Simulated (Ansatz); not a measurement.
**HfRu (Pm-3m): Grüneisen parameters**

Does HfRu (Pm-3m) expand much on heating, by its phonons?

Method: DFT PBEsol, scalar-relativistic, plane waves, PAW; PAW set soft_1, in Ansatz 0.2.0.

Most raw output is cut from this account.

## (1) Starting point

It takes space group Pm-3m (No. 221, cubic). Conventional cell: a = 3.209 Å, b = 3.209 Å, c = 3.209 Å, α = 90.00°, β = 90.00°, γ = 90.00°. Hf has 8 Ru at 2.78 Å nearest. Nearest to Ru lie 8 Hf at 2.78 Å. Farther neighbours are not listed.

## (2) Response at finite wavevector

The cell comes from relaxations at this level that are not shown. Stability and thermal properties need the whole zone. Linear response on a 4×4×4 q mesh gives force constants as far as a supercell of that size would.

Contents of input.yaml:

```yaml
crystal:
  lattice:
    - [3.2085981561, 0.0, 0.0]
    - [0.0, 3.2085981561, 0.0]
    - [0.0, 0.0, 3.2085981561]
  atoms:
    - { symbol: Hf, position: [0.0, 0.0, 0.0] }
    - { symbol: Ru, position: [0.5, 0.5, 0.5] }
kpoints:
  mp_grid: { grid: [16, 16, 16] }
hamiltonian:
  xc: pbesol
  pseudopotentials: { kind: paw, azcp: { folder: soft_1 }, xc_functional: pbe }
scf:
  occupations: { method: methfessel_paxton, width: 0.2 }
output:
  eigenvalues: true
phonons:
  method: dfpt
  qmesh: [4, 4, 4]
  temperatures: { t_max: 1000, t_step: 50 }
  qpath:
    path:
      - [[0.0, 0.0, 0.0], [0.0, 0.5, 0.0], [0.5, 0.5, 0.0], [0.0, 0.0, 0.0], [0.5, 0.5, 0.5], [0.0, 0.5, 0.0]]
      - [[0.5, 0.5, 0.5], [0.5, 0.5, 0.0]]
    npoints: 10
```

Launch:

```sh
ansatz run input.yaml --threads 4 --pin off --max-ram 10240MiB --backend cpu --events-out ev --progress --plain --runs-dir out
```

It took 17 min on 4 threads of Arm Neoverse V1, shared host; peak memory 4.8 GiB; 67 min of CPU time.

Numbers from this step:

```
volume per atom                                         : 16.52 Å³
gap on the k-mesh                                       : 0 eV
sum-rule residual before enforcement                    : 6.40e-5 eV/Å²
lowest frequency on the path                            : 0 cm⁻¹
point group                                             : m-3m
highest frequency on the path or at a solved wavevector : 215.8 cm⁻¹
mean frequency                                          : 157 cm⁻¹
Debye temperature (second moment)                       : 302 K
logarithmic mean frequency                              : 150.1 cm⁻¹
highest optical mode at the zone centre (no LO-TO term) : 171.5 cm⁻¹
lowest optical zone-centre mode                         : 171.5 cm⁻¹
lowest mode on the q mesh (acoustic modes at Γ apart)   : 61.61 cm⁻¹
zero-point energy per atom                              : 29.2 meV
heat capacity at 300 K                                  : 23.73 J/(mol atoms K)
vibrational entropy at 300 K                            : 33.77 J/(mol atoms K)
```

Frequencies (cm⁻¹) solved at each irreducible wavevector; negative means imaginary. Frequencies by wavevector, by row:

```
q in reciprocal lattice units  star  mode 1  mode 2  mode 3  mode 4  mode 5  mode 6
                        0 0 0     1       0       0       0   171.5   171.5   171.5
                     0 0 0.25     6    61.6    61.6   127.2   166.8   166.8   203.3
                     0 0 -0.5     3    90.3    90.3   165.2   165.2   207.4   207.9
                  0 0.25 0.25    12    81.7   100.9   151.3     167   189.3   196.5
                  0 0.25 -0.5    12    97.6   123.1   166.9   168.3     195   205.4
                  0 -0.5 -0.5     3     103   147.4   147.4     162   208.9   208.9
               0.25 0.25 0.25     8   117.1   117.1   151.1   188.8   188.8   194.9
               0.25 0.25 -0.5    12   127.9   130.5   163.4   187.9     192     204
               0.25 -0.5 -0.5     6   133.3   154.5   154.5   191.4   207.3   207.3
               -0.5 -0.5 -0.5     1   160.7   160.7   160.7   211.2   211.2   211.2
```

Symmetry leaves 10 wavevectors to solve. The lowest mode among them, the acoustic zeros apart, lies at q = (0, 0, 0.25) and is real, 61.6 cm⁻¹.

## (3) Relaxing at another volume, volume ratio 0.97

The volume is scaled by 0.97 and held; symmetry leaves nothing to relax, so this is a single point. The modes can then be followed against volume.

input.yaml, the sections that differ from step 2:

```yaml
crystal:
  lattice:
    - [3.1761858577, 0.0, 0.0]
    - [0.0, 3.1761858577, 0.0]
    - [0.0, 0.0, 3.1761858577]
  atoms:
    - { symbol: Hf, position: [0.0, 0.0, 0.0] }
    - { symbol: Ru, position: [0.5, 0.5, 0.5] }
output:
  forces: true
  stress: true
  eigenvalues: true
# kpoints, hamiltonian, scf: as in step 2
# phonons: removed
```

Elapsed: 2.9 s, on 4 threads; peak memory 0.42 GiB.

Numbers from this step:

```
pressure        : 6.908 GPa
volume per atom : 16.02 Å³
```

The run ends at a pressure of 6.91 GPa.

## (4) Phonons at the other volume, volume ratio 0.97

The phonons are repeated at this volume on the same k and q meshes.

Edit input.yaml of step 3 so:

```diff
@@ -16,4 +16,11 @@
 output:
-  forces: true
-  stress: true
   eigenvalues: true
+phonons:
+  method: dfpt
+  qmesh: [4, 4, 4]
+  temperatures: { t_max: 1000, t_step: 50 }
+  qpath:
+    path:
+      - [[0.0, 0.0, 0.0], [0.0, 0.5, 0.0], [0.5, 0.5, 0.0], [0.0, 0.0, 0.0], [0.5, 0.5, 0.5], [0.0, 0.5, 0.0]]
+      - [[0.5, 0.5, 0.5], [0.5, 0.5, 0.0]]
+    npoints: 10
```

Run time: 18 min. Hardware: 4 threads; peak memory 4.7 GiB; 68 min of CPU time.

This step gave:

* sum-rule residual before enforcement: 6.73e-5 eV/Å²
* highest frequency on the path or at a solved wavevector: 224.7 cm⁻¹
* mean frequency: 165.2 cm⁻¹
* Debye temperature (second moment): 318 K
* logarithmic mean frequency: 157.7 cm⁻¹
* highest optical mode at the zone centre (no LO-TO term): 184.1 cm⁻¹
* lowest optical zone-centre mode: 184.1 cm⁻¹
* lowest mode on the q mesh (acoustic modes at Γ apart): 64.78 cm⁻¹
* zero-point energy per atom: 30.73 meV
* heat capacity at 300 K: 23.60 J/(mol atoms K)
* vibrational entropy at 300 K: 32.59 J/(mol atoms K)

Frequencies (cm⁻¹) solved at each irreducible wavevector; negative means imaginary. Frequencies by wavevector, by row:

| q in reciprocal lattice units | star | mode 1 | mode 2 | mode 3 | mode 4 | mode 5 | mode 6 |
| --- | --- | --- | --- | --- | --- | --- | --- |
| 0 0 0 | 1 | 0 | 0 | 0 | 184.1 | 184.1 | 184.1 |
| 0 0 0.25 | 6 | 64.8 | 64.8 | 132.5 | 178 | 178 | 213.2 |
| 0 0 -0.5 | 3 | 96.1 | 96.1 | 174.3 | 174.3 | 215.4 | 217 |
| 0 0.25 0.25 | 12 | 86.2 | 103.1 | 158.9 | 177.3 | 203 | 203.8 |
| 0 0.25 -0.5 | 12 | 103.9 | 127.8 | 173.2 | 176.1 | 208 | 217.6 |
| 0 -0.5 -0.5 | 3 | 109.5 | 151.7 | 151.7 | 171.7 | 223.6 | 223.6 |
| 0.25 0.25 0.25 | 8 | 121.3 | 121.3 | 158.2 | 201.1 | 201.1 | 204.1 |
| 0.25 0.25 -0.5 | 12 | 132.8 | 136.9 | 168.4 | 197.7 | 205.5 | 216.2 |
| 0.25 -0.5 -0.5 | 6 | 140.4 | 160.3 | 160.3 | 201.7 | 220.3 | 220.3 |
| -0.5 -0.5 -0.5 | 1 | 168.7 | 168.7 | 168.7 | 222.2 | 222.2 | 222.2 |

The highest optical mode at the zone centre (no LO-TO term) is 184.1 cm⁻¹, +12.5 cm⁻¹ against the base run.

## (5) Relaxing at another volume, volume ratio 1.03

The volume is scaled by 1.03 and held; symmetry leaves nothing to relax, so this is a single point. The modes can then be followed against volume.

input.yaml, the sections that differ from step 4:

```yaml
crystal:
  lattice:
    - [3.2403685209, 0.0, 0.0]
    - [0.0, 3.2403685209, 0.0]
    - [0.0, 0.0, 3.2403685209]
  atoms:
    - { symbol: Hf, position: [0.0, 0.0, 0.0] }
    - { symbol: Ru, position: [0.5, 0.5, 0.5] }
output:
  forces: true
  stress: true
  eigenvalues: true
# kpoints, hamiltonian, scf: as in step 4
# phonons: removed
```

It took 2.9 s on 4 threads; peak memory 0.43 GiB.

This step gave:

```
pressure        : -5.913 GPa
volume per atom : 17.01 Å³
```

The run ends at a pressure of -5.91 GPa.

## (6) Phonons at the other volume, volume ratio 1.03

Edit input.yaml of step 5 so:

```diff
@@ -16,4 +16,11 @@
 output:
-  forces: true
-  stress: true
   eigenvalues: true
+phonons:
+  method: dfpt
+  qmesh: [4, 4, 4]
+  temperatures: { t_max: 1000, t_step: 50 }
+  qpath:
+    path:
+      - [[0.0, 0.0, 0.0], [0.0, 0.5, 0.0], [0.5, 0.5, 0.0], [0.0, 0.0, 0.0], [0.5, 0.5, 0.5], [0.0, 0.5, 0.0]]
+      - [[0.5, 0.5, 0.5], [0.5, 0.5, 0.0]]
+    npoints: 10
```

The job ended after 18 min (4 threads; peak memory 4.9 GiB).

This step gave:

```
sum-rule residual before enforcement                    : 5.86e-5 eV/Å²
highest frequency on the path or at a solved wavevector : 207.6 cm⁻¹
mean frequency                                          : 149.1 cm⁻¹
Debye temperature (second moment)                       : 286 K
logarithmic mean frequency                              : 142.7 cm⁻¹
highest optical mode at the zone centre (no LO-TO term) : 159.3 cm⁻¹
lowest optical zone-centre mode                         : 159.3 cm⁻¹
lowest mode on the q mesh (acoustic modes at Γ apart)   : 58.55 cm⁻¹
zero-point energy per atom                              : 27.72 meV
heat capacity at 300 K                                  : 23.84 J/(mol atoms K)
vibrational entropy at 300 K                            : 34.97 J/(mol atoms K)
```

Frequencies (cm⁻¹) solved at each irreducible wavevector; negative means imaginary. Frequencies by wavevector, by row:

```
q in reciprocal lattice units  star  mode 1  mode 2  mode 3  mode 4  mode 5  mode 6
                        0 0 0     1       0       0       0   159.3   159.3   159.3
                     0 0 0.25     6    58.5    58.5   122.1   155.8   155.8   194.5
                     0 0 -0.5     3    84.8    84.8   156.4   156.4   198.3   200.8
                  0 0.25 0.25    12    77.2    98.7   143.8   156.9   175.9   189.5
                  0 0.25 -0.5    12    91.5   118.3     158   163.3   182.7   193.9
                  0 -0.5 -0.5     3    96.6     143     143   152.6   194.9   194.9
               0.25 0.25 0.25     8     113     113   143.8   176.9   176.9   186.5
               0.25 0.25 -0.5    12     123   124.3   158.5   178.3   179.1   192.5
               0.25 -0.5 -0.5     6   126.7   148.8   148.8   181.3   194.9   194.9
               -0.5 -0.5 -0.5     1   153.1   153.1   153.1   200.7   200.7   200.7
```

The highest optical mode at the zone centre (no LO-TO term) is 159.3 cm⁻¹, -12.2 cm⁻¹ against the base run.

## (7) Grüneisen parameters

The Grüneisen parameter of a mode is minus the logarithmic change of its frequency with volume, −d ln ω / d ln V; weighted by heat capacity it gives the expansion.

Numbers from this step:

| Property | Result |
| --- | --- |
| bulk modulus | 213.6 GPa |

The phonon branches at the labelled points (cm⁻¹):

```
    point  branch 1  branch 2  branch 3  branch 4  branch 5  branch 6
        Γ         0         0         0       172       172       172
  halfway        62        62       127       167       167       203
        X        90        90       165       165       207       208
  halfway        98       123       167       168       195       205
        M       103       147       147       162       209       209
  halfway        82       101       151       167       189       196
        Γ         0         0         0       172       172       172
  halfway       117       117       151       189       189       195
        R       161       161       161       211       211       211
  halfway       128       130       163       188       192       204
        X        90        90       165       165       207       208
jump to R       161       161       161       211       211       211
  halfway       133       154       154       191       207       207
        M       103       147       147       162       209       209
```

The same for volume x 0.97:

```csv
point,branch 1,branch 2,branch 3,branch 4,branch 5,branch 6
Γ,0,0,0,184,184,184
X,96,96,174,174,215,217
M,110,152,152,172,224,224
Γ,0,0,0,184,184,184
R,169,169,169,222,222,222
X,96,96,174,174,215,217
R,169,169,169,222,222,222
M,110,152,152,172,224,224
```

The same for volume x 1.03:

```csv
point,branch 1,branch 2,branch 3,branch 4,branch 5,branch 6
Γ,0,0,0,159,159,159
X,85,85,156,156,198,201
M,97,143,143,153,195,195
Γ,0,0,0,159,159,159
R,153,153,153,201,201,201
X,85,85,156,156,198,201
R,153,153,153,201,201,201
M,97,143,143,153,195,195
```

Mode Grueneisen parameter -dln(w)/dln(V), modes matched by rank; at Γ the acoustic branches take the value of a neighbouring point of the path. Mode grüneisen parameters along the path, in :

| point | branch 1 | branch 2 | branch 3 | branch 4 | branch 5 | branch 6 |
| --- | --- | --- | --- | --- | --- | --- |
| Γ | 1.59 | 1.59 | 1.25 | 2.41 | 2.41 | 2.41 |
| halfway | 1.70 | 1.70 | 1.36 | 2.21 | 2.21 | 1.53 |
| X | 2.08 | 2.08 | 1.81 | 1.81 | 1.38 | 1.29 |
| halfway | 2.12 | 1.29 | 1.53 | 1.26 | 2.16 | 1.92 |
| M | 2.09 | 0.98 | 0.98 | 1.96 | 2.29 | 2.29 |
| halfway | 1.84 | 0.73 | 1.66 | 2.04 | 2.39 | 1.21 |
| Γ | 1.59 | 0.31 | 1.69 | 2.41 | 2.41 | 2.41 |
| halfway | 1.18 | 1.18 | 1.59 | 2.14 | 2.14 | 1.50 |
| R | 1.62 | 1.62 | 1.62 | 1.70 | 1.70 | 1.70 |
| halfway | 1.28 | 1.61 | 1.01 | 1.72 | 2.29 | 1.93 |
| X | 2.08 | 2.08 | 1.81 | 1.81 | 1.38 | 1.29 |
| jump to R | 1.62 | 1.62 | 1.62 | 1.70 | 1.70 | 1.70 |
| halfway | 1.71 | 1.24 | 1.24 | 1.78 | 2.04 | 2.04 |
| M | 2.09 | 0.98 | 0.98 | 1.96 | 2.29 | 2.29 |

(dS/dlnV)/C_V. Thermodynamic Grueneisen parameter against temperature:

```
temperature (K)  thermodynamic Grueneisen parameter
             50                                1.57
            100                                1.64
            150                                1.66
            200                                1.66
            250                                1.67
            300                                1.67
            350                                1.67
            400                                1.67
            450                                1.67
            500                                1.67
            550                                1.67
            600                                1.67
            650                                1.67
            700                                1.67
            750                                1.67
            800                                1.67
            850                                1.67
            900                                1.67
            950                                1.67
           1000                                1.67
```

Gamma C_V/(B V) at the static volume. Volume expansion against temperature:

| temperature (K) | volume expansion (1e-6/K) |
| --- | --- |
| 50 | 4.92 |
| 100 | 12.7 |
| 150 | 16.0 |
| 200 | 17.5 |
| 250 | 18.2 |
| 300 | 18.6 |
| 350 | 18.9 |
| 400 | 19.1 |
| 450 | 19.2 |
| 500 | 19.3 |
| 550 | 19.3 |
| 600 | 19.4 |
| 650 | 19.4 |
| 700 | 19.4 |
| 750 | 19.5 |
| 800 | 19.5 |
| 850 | 19.5 |
| 900 | 19.5 |
| 950 | 19.5 |
| 1000 | 19.5 |

## (8) Outcome

| Item | Value |
| --- | --- |
| bulk modulus | 214 GPa |
| thermodynamic Grüneisen parameter at 300 K | 1.669 |
| volume expansion at 300 K, estimated | 18.63 × 10⁻⁶ K⁻¹ |

What this shows: By this estimate the volume grows by 18.6 × 10⁻⁶ per kelvin at 300 K. The highest optical mode at Γ goes from 184 to 159 cm⁻¹ as the cell grows, a Grüneisen parameter of 2.40. Mode parameters on the path run from 0.31 to 2.4, with a median of 1.7. Branches are matched by rank, so values near crossings are rough. The expansion is the Grüneisen estimate at the static volume, with the static bulk modulus. With no gap, or one that is small against the smearing, the frequencies hang on the k mesh and the smearing, most of all near Kohn anomalies. Spin-orbit coupling is left out, which can matter for the heavy elements here. The PAW files were made for PBE and serve the other functionals too.

[Logs are printed without paths, hosts, clocks, repeated set-up lines and the standing remarks that a program may print on its own settings, such as how far it seeks lower states.]

[Hosts, paths, dates, database ids (printed as entryN), source tags and the programs' standing remarks are cut or masked in the printed files.]
